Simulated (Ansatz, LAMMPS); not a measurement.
# Glassy 50P2O5-25K2O-25CaO (mol %) (76 atoms): atom by atom

The starting structure: 76 atoms (16 P, 8 K, 4 Ca, 48 O) placed at random at 2.56 g/cm³, melted at 4000 K for 10 ps at fixed volume with the Morse and Coulomb pair potential with partial charges (Pedone, Malavasi, Menziani, Cormack and Segre, J. Phys. Chem. B 110, 11780 (2006)). Quenched from 4000 K to 300 K at 8 K/ps and fixed volume, held 10 ps at zero pressure.

Calculated values (Ansatz 0.2.0, Kohn-Sham DFT, LDA, PAW (set soft_2), plane waves; cutoff 420 eV, Γ point, fixed occupations; density 2.56 g/cm³) for the frame at 141 fs of a trajectory (instantaneous temperature 504 K).

Cell vectors (Å):

```
10.407 0.000 0.000
0.000 10.407 0.000
0.000 0.000 10.407
```

Positions (Å):

```
1 P 4.935 9.803 4.769
2 P 9.816 1.282 9.984
3 P 6.586 3.205 2.650
4 P 0.694 1.075 7.291
5 P 2.833 0.897 1.230
6 P 2.224 4.330 4.412
7 P 7.107 5.856 3.915
8 P 5.764 4.469 0.064
9 P 8.047 10.124 4.856
10 P 5.999 0.738 0.941
11 P 3.868 8.585 7.657
12 P 0.090 5.563 8.257
13 P 9.284 6.840 2.025
14 P 8.271 3.666 8.978
15 P 8.112 9.345 0.205
16 P 4.393 2.540 4.836
17 K 1.609 7.808 10.245
18 K 6.886 0.606 7.684
19 K 9.802 1.810 2.930
20 K 6.872 6.971 6.784
21 K 1.535 4.142 0.865
22 K 4.449 6.901 2.551
23 K 1.498 7.213 4.976
24 K 0.857 9.599 3.251
25 Ca 3.985 1.807 8.771
26 Ca 3.601 5.144 7.678
27 Ca 9.284 3.672 5.706
28 Ca 9.860 8.906 7.653
29 O 5.781 3.478 1.267
30 O 9.969 2.045 7.149
31 O 5.447 2.567 3.651
32 O 8.491 1.999 9.280
33 O 10.026 6.878 8.831
34 O 7.913 6.836 2.852
35 O 4.198 9.841 8.416
36 O 8.067 3.376 2.834
37 O 5.503 5.866 0.441
38 O 0.810 3.868 4.238
39 O 7.725 3.785 7.597
40 O 3.176 2.038 0.292
41 O 1.525 5.162 8.634
42 O 4.215 9.174 3.637
43 O 4.738 9.202 6.138
44 O 9.688 4.245 9.327
45 O 4.426 0.982 4.978
46 O 0.665 10.278 6.356
47 O 6.175 6.909 4.452
48 O 2.293 10.089 0.674
49 O 6.818 1.515 1.998
50 O 8.778 9.662 3.639
51 O 2.431 8.327 7.309
52 O 2.167 1.171 2.487
53 O 8.855 8.075 0.763
54 O 2.576 5.014 5.759
55 O 4.619 7.258 7.798
56 O 8.017 9.205 9.098
57 O 9.987 5.295 6.859
58 O 2.682 5.190 3.278
59 O 8.121 1.174 5.070
60 O 10.405 7.546 2.771
61 O 6.815 9.720 0.948
62 O 6.222 4.914 3.071
63 O 3.026 2.938 4.329
64 O 4.818 3.159 6.122
65 O 9.572 5.653 1.220
66 O 5.957 1.304 9.922
67 O 5.003 3.893 9.264
68 O 8.014 5.282 4.979
69 O 4.660 0.320 1.469
70 O 6.462 9.951 4.559
71 O 2.039 1.549 7.695
72 O 8.237 9.312 6.190
73 O 9.098 0.215 0.595
74 O 7.368 4.231 10.201
75 O 0.250 2.159 0.373
76 O 10.383 0.298 8.908
```

**Question.** What force acts on each atom?

Columns: atom, fx, fy, fz (forces in eV/Å).

```
1 0.019 0.764 -1.079
2 -2.523 -1.052 -0.473
3 0.117 0.222 -0.552
4 -0.480 -0.249 -0.719
5 2.490 0.743 -0.795
6 -0.591 1.666 0.439
7 0.013 2.564 1.292
8 0.826 -0.171 -1.215
9 0.378 -0.880 0.347
10 -0.606 1.138 -1.304
11 0.742 1.043 -1.879
12 -0.257 -1.858 1.003
13 0.059 1.759 0.397
14 0.747 -0.677 1.189
15 2.477 -1.187 -0.831
16 2.872 -1.991 0.875
17 0.037 0.255 0.115
18 -0.021 0.092 -0.600
19 0.335 -0.365 0.017
20 0.461 0.143 0.177
21 -0.032 0.225 0.342
22 0.198 0.073 0.017
23 0.035 -0.131 0.126
24 0.501 0.939 0.181
25 0.341 -0.925 -0.235
26 0.137 0.240 -0.451
27 -0.351 -1.185 -0.710
28 -0.722 -0.662 -0.280
29 -1.156 -0.608 0.951
30 0.908 0.207 -0.375
31 0.936 1.540 -0.806
32 1.294 1.203 0.995
33 0.461 0.089 -0.612
34 1.236 -0.838 -0.684
35 0.034 -0.787 0.430
36 -1.646 -0.013 0.326
37 -0.257 -0.152 -0.295
38 -1.101 -0.366 0.790
39 0.150 0.013 1.224
40 -0.473 0.282 0.592
41 -0.479 0.735 -0.227
42 -0.117 0.399 0.926
43 -0.433 -0.868 1.287
44 -0.608 1.170 -2.010
45 -0.627 -1.068 0.404
46 -0.267 0.710 1.081
47 -0.135 -0.690 -0.046
48 -1.052 -3.376 -2.136
49 -0.002 0.406 -0.025
50 0.119 -0.226 0.323
51 -0.428 -0.233 0.277
52 -0.212 1.672 2.427
53 -1.075 0.893 0.564
54 -0.269 -0.780 -0.584
55 -0.516 0.431 0.577
56 0.065 0.363 1.829
57 1.145 0.949 1.419
58 0.267 0.316 -0.551
59 0.595 2.322 0.785
60 -1.118 -1.683 -0.879
61 -0.079 -0.375 -0.093
62 -0.150 -2.033 -0.161
63 0.120 -0.563 -0.211
64 -0.465 0.250 0.023
65 0.210 -0.101 0.050
66 0.227 -0.885 1.838
67 -0.254 0.599 0.636
68 -0.500 0.129 -1.253
69 -1.738 0.285 0.506
70 -1.660 -0.515 -0.424
71 0.276 0.406 0.222
72 0.163 -0.028 -0.762
73 -0.175 -0.163 -0.959
74 0.855 -0.343 -2.306
75 0.006 -0.232 -0.093
76 0.725 1.016 -0.385
```

The quench rate of 8 K/ps is many orders above laboratory rates, so the cell is likely richer in defects and strain than a real sample. The network of bonds at the start is that of the classical potential that made the cell. Only the Γ point is sampled, in a cell whose shortest periodic width is 10 Å.

The r.m.s. force component is 0.924 eV/Å; the longest force, 4.13 eV/Å, acts on O48. The energy lies 72.1 meV/atom below that of the first step of this run.

[Long decimals in the printed logs are rounded to 6 places.]

[Logs are printed without paths, hosts, clocks, repeated set-up lines and the standing remarks that a program may print on its own settings, such as how far it seeks lower states.]

[Hosts, paths, dates, database ids (printed as entryN), source tags and the programs' standing remarks are cut or masked in the printed files.]
